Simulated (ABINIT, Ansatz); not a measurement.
# SrTiO3 (Tausonite): changed settings of a GW run in ABINIT, part 2 of 2

Aim: change inputs of a GW run on SrTiO3 (Tausonite) and see what moves.

ABINIT 10.8.3; PBE and many-body steps on it, plane waves. Known limits of the many-body steps: not at the basis limit; no spin-orbit coupling; coarse k mesh.

So far. Step 2 (Screening, 4×4×4 mesh, 238 bands, screening to 212.2 eV): Local fields lower ε∞ by 6 %. On a Γ-centred mesh this coarse the value itself is usually too large, while a short band sum pulls it down. Step 3 (Base): The gap on the mesh goes from 1.91 eV to 3.48 eV, a correction of +1.57 eV.

## (4) Broadening of the poles

Level of this step: G0W0 on PBE, plane waves, norm-conserving pseudopotentials (ABINIT).

File run.abi:

```
acell 3*1.0 Angstrom
rprim 
  3.905280000000 0.000000000000 0.000000000000
  0.000000000000 3.905280000000 0.000000000000
  0.000000000000 0.000000000000 3.905280000000
ntypat 3
znucl 38 22 8
natom 5
typat 1 2 3 3 3
xred 
  0.500000000000 0.500000000000 0.500000000000
  0.000000000000 0.000000000000 0.000000000000
  0.500000000000 0.000000000000 0.000000000000
  0.000000000000 0.500000000000 0.000000000000
  0.000000000000 0.000000000000 0.500000000000
pp_dirpath "pseudos"
pseudos "Sr.upf, Ti.upf, O.upf"
ecut 38
ngkpt 4 4 4
nshiftk 1
shiftk 0 0 0
kptopt 1
chksymbreak 0
istwfk *1
occopt 1
irdwfk 1
optdriver 4
nband 238
gwcalctyp 0
ecutsigx 38
symsigma 1
nkptgw 2
kptgw 
  0.5000000000 0.5000000000 0.5000000000
  0.0000000000 0.0000000000 0.0000000000
bdgw 
  18 23
  18 23
ecuteps 7.8
irdscr 1
ppmodel 1
zcut 0.01 eV
indata_prefix "in"
outdata_prefix "out"
tmpdata_prefix "tmp"
```

Command:

```console
$ OMP_NUM_THREADS=1 mpirun -n 8 abinit run.abi > log
```

The log of the run:

```text
.Version 10.8.3 of ABINIT. v10.8.2 released Aug 2026.

 Symmetries : space group Pm -3 m (#221); Bravais cP (primitive cubic)
[... echo of the input left out ...]
== DATASET  1 ==================================================================
-   mpi_nproc: 8, omp_nthreads: 1 (-1 if OMP is not activated)

--- !DatasetInfo
iteration_state: {dtset: 1, }
dimensions: {natom: 5, nkpt: 10, mband: 238, nsppol: 1, nspinor: 1, nspden: 1, mpw: 4632, }
cutoff_energies: {ecut:  38.0, pawecutdg:  -1.0, }
electrons: {nelect:   4.00000000E+01, charge:   0.00000000E+00, occopt:   1.00000000E+00, tsmear:   1.00000000E-02, }

 SIGMA: Calculation of the GW corrections

 Based on a program developped by R.W. Godby, V. Olevano, G. Onida, and L. Reining.
 Incorporated in ABINIT by V. Olevano, G.-M. Rignanese, and M. Torrent.
.Using double precision arithmetic ; gwpc =  8

[... cell and pseudopotentials left out ...]
--------------------------------------------------------------------------------

 ==== K-mesh for the wavefunctions ====
 Number of points in the irreducible wedge :    10
[... list of points left out ...]
 Together with 48 symmetry operations and time-reversal symmetry
 yields    64 points in the full Brillouin Zone.

 ==== Q-mesh for screening function ====
 Number of points in the irreducible wedge :    10
[... list of points left out ...]
 Together with 48 symmetry operations and time-reversal symmetry
 yields    64 points in the full Brillouin Zone.

 vcoul_init : cutoff-mode = AUXILIARY_FUNCTION
 q-points for optical limit:   1
     1)      0.000010    0.000020    0.000030
 setmesh: FFT mesh size selected  =    45x   45x   45
          total number of points  =        91125

 Number of electrons calculated from density =   40.0000; Expected =   40.0000
[...]
number of omega for Sigma on real axis              0
 max omega for Sigma on real axis  [eV]           0.00
 zcut for avoiding poles [eV]                     0.01

 EPSILON^-1 parameters (SCR file):
 dimension of the eps^-1 matrix on file            437
 dimension of the eps^-1 matrix used               437
 number of plane-waves for wavefunctions          4457
 number of bands                                   238
 number of q-points in IBZ                          10
 number of frequencies                               2
 number of real frequencies                          1
 number of imag frequencies                          1

 matrix elements of self-energy operator (all in [eV])

 Perturbative Calculation

--- !SelfEnergy_ee
iteration_state: {dtset: 1, }
kpoint     : [   0.500,    0.500,    0.500, ]
spin       : 1
KS_gap     :    4.517
QP_gap     :    6.326
Delta_QP_KS:    1.809
data: !SigmaeeData |
     Band     E0 <VxcDFT>   SigX SigC(E0)      Z dSigC/dE  Sig(E)    E-E0       E
       18   6.925 -20.195 -25.189   4.661   0.766  -0.306 -20.450  -0.255   6.670
       19   6.925 -20.195 -25.189   4.661   0.766  -0.306 -20.450  -0.255   6.670
       20   6.925 -20.195 -25.189   4.661   0.766  -0.306 -20.450  -0.255   6.670
[...]
--- !SelfEnergy_ee
iteration_state: {dtset: 1, }
kpoint     : [   0.000,    0.000,    0.000, ]
spin       : 1
KS_gap     :    2.263
QP_gap     :    3.854
Delta_QP_KS:    1.591
data: !SigmaeeData |
     Band     E0 <VxcDFT>   SigX SigC(E0)      Z dSigC/dE  Sig(E)    E-E0       E
[...]
22   8.833 -18.883 -11.450  -5.747   0.780  -0.282 -17.568   1.315  10.148
       23   8.833 -18.883 -11.450  -5.747   0.780  -0.282 -17.568   1.315  10.148

== END DATASET(S) ==============================================================
================================================================================

 -outvars: echo values of variables after computation  --------
           etotal      0.0000000000E+00
            nband         238
             nkpt          10
          spgroup         221
 [... the other variables as echoed above ...]

 Calculation completed.
```

The job ended after 62 s (8 MPI ranks of Arm Neoverse N1, shared host; peak memory 2.9 GiB; 8.3 min of CPU time).

Numbers from this step:

| Item | Value |
| --- | --- |
| G0W0 gap on the points computed | 3.478 eV |
| starting gap on the mesh | 1.908 eV |
| k of the valence top | 0.5, 0.5, 0.5 |
| k of the conduction bottom | 0, 0, 0 |
| Z at the valence top | 0.766 |
| Z at the conduction bottom | 0.78 |
| least direct G0W0 gap on the computed points | 3.854 eV |

Against G0W0 in ABINIT (4×4×4 mesh, 238 bands, screening to 212.2 eV, Godby-Needs plasmon pole), the gap moves by +0.000 eV.

## (5) Contour deformation on a plasmon-pole file

Changes to run.abi since step 4:

```diff
@@ -28,3 +28,3 @@
 nband 238
-gwcalctyp 0
+gwcalctyp 2
 ecutsigx 38
@@ -40,4 +40,2 @@
 irdscr 1
-ppmodel 1
-zcut 0.01 eV
 indata_prefix "in"
```

The log of the run:

```text
.Version 10.8.3 of ABINIT. v10.8.2 released Aug 2026.

 Symmetries : space group Pm -3 m (#221); Bravais cP (primitive cubic)
================================================================================
 Values of the parameters that define the memory need of the present run
     intxc =       0    ionmov =       0      iscf =       7    lmnmax =       6
     lnmax =       6     mgfft =      45  mpssoang =       3    mqgrid =    3001
     natom =       5  nloc_mem =       1    nspden =       1   nspinor =       1
    nsppol =       1      nsym =      48    n1xccc =    2501    ntypat =       3
    occopt =       1   xclevel =       2
-    mband =         238        mffmem =           1         mkmem =           2
       mpw =        4632          nfft =       91125          nkpt =          10
================================================================================
  Rough estimation (10% accuracy) of disk space for files :
================================================================================

--------------------------------------------------------------------------------
------------- Echo of variables that govern the present computation ------------
--------------------------------------------------------------------------------
 -outvars: echo values of preprocessed input variables --------
            acell      1.8897261259E+00  1.8897261259E+00  1.8897261259E+00 Bohr

             bdgw          18      23      18      23
      chksymbreak           0
             ecut      3.80000000E+01 Hartree
          ecuteps      7.80000000E+00 Hartree
         ecutsigx      3.80000000E+01 Hartree
          ecutwfn      3.80000000E+01 Hartree
-          fftalg         312
        gwcalctyp           2
           irdscr           1
[...]
setmesh: FFT mesh size selected  =    45x   45x   45
          total number of points  =        91125

 Number of electrons calculated from density =   40.0000; Expected =   40.0000
 average of density, n =  0.099519
 r_s =    1.3387
 omega_plasma =   30.4305 [eV]

 === KS Band Gaps ===
  >>>> For spin  1
   Minimum direct gap =   2.2628 [eV], located at k-point      :   0.0000  0.0000  0.0000
   Fundamental gap    =   1.9077 [eV], Top of valence bands at :   0.5000  0.5000  0.5000
                                       Bottom of conduction at :   0.0000  0.0000  0.0000
 SIGMA fundamental parameters:
 CONTOUR DEFORMATION
 number of plane-waves for SigmaX                 4457
 number of plane-waves for SigmaC and W            437
 number of plane-waves for wavefunctions          4457
 number of bands                                   238
 number of independent spin polarizations            1
 number of spinorial components                      1
 number of k-points in IBZ                          10
 number of q-points in IBZ                          10
 number of symmetry operations                      48
 number of k-points in BZ                           64
 number of q-points in BZ                           64
 number of frequencies for dSigma/dE                 9
 frequency step for dSigma/dE [eV]                0.25
 number of omega for Sigma on real axis              0
 max omega for Sigma on real axis  [eV]           0.00
 zcut for avoiding poles [eV]                     0.10

 EPSILON^-1 parameters (SCR file):
 dimension of the eps^-1 matrix on file            437
 dimension of the eps^-1 matrix used               437
 number of plane-waves for wavefunctions          4457
 number of bands                                   238
 number of q-points in IBZ                          10
 number of frequencies                               2
 number of real frequencies                          1
 number of imag frequencies                          1

 matrix elements of self-energy operator (all in [eV])

 Perturbative Calculation

--- !ERROR
message: |
    Fatal error

--- !ERROR
message: |
    Fatal error

--- from the log ---
Fatal error
```

Elapsed: 6.5 s, on 8 MPI ranks; peak memory 1.7 GiB.

The run stopped with an error after 6.5 s.

The fault put into this input: contour deformation on a plasmon-pole file.

## (6) Side by side

Times are wall times on 8 MPI ranks of Arm Neoverse N1, shared host, good to a factor of about two. A run's time includes the screening step that it read.

```tsv
run	mesh	bands	screening cutoff (eV)	DFT gap (eV)	gap on the mesh (eV)	direct (eV)	ε∞ used	time
base	4×4×4	238	212.2	1.908	3.478	3.854	6.39	5.7 min
broadening of the poles	4×4×4	238	212.2	1.908	3.478	3.854	6.39	5.7 min
```

## (7) Results

| Quantity | Value |
| --- | --- |
| base | 3.478 eV |
| broadening of the poles | 3.478 eV |
| known limits | not at the basis limit; no spin-orbit coupling; coarse k mesh |

What this shows: Broadening of the poles: no change against base (keys changed: zcut). Bands and cutoff are finite, so the gap is not at the basis limit. The miss can reach some tenths of an eV and take either sign; the mesh is an error of its own. In the first G0W0 run levels were corrected at 2 k points alone, so a gap called «on the mesh» is the least over those, and an edge elsewhere would be missed. The 4×4×4 mesh is coarse for this cell, which bears on the long-range parts of exchange and screening. This is the ideal cubic cell; many perovskites, halides above all, are cubic only on average, and local tilts or off-centring can widen the gap. The many-body steps are scalar-relativistic: spin-orbit coupling is not in them.

[Paths, hosts, dates, memory and timing lines, banners, echoed tables and standing remarks are left out of the program output.]

[Logs are printed without paths, hosts, clocks, repeated set-up lines and the standing remarks that a program may print on its own settings, such as how far it seeks lower states.]

[Runs of the session that timed out or met a known fault of the program may be left out.]

[No measured gap is set beside runs whose start may be inverted or whose files or cutoffs have a known fault.]

[Hosts, paths, dates, database ids (printed as entryN), source tags and the programs' standing remarks are cut or masked in the printed files.]

[G0W0 gaps are taken among the corrected bands and points alone; a level outside them can change the order at an edge.]

[Where Ansatz stands beside ABINIT at settings called matched, ABINIT's density can come from a denser mesh and the files from another edition; pairs whose starting gaps differed by over 0.03 eV were left out, so agreement reads better than it is.]
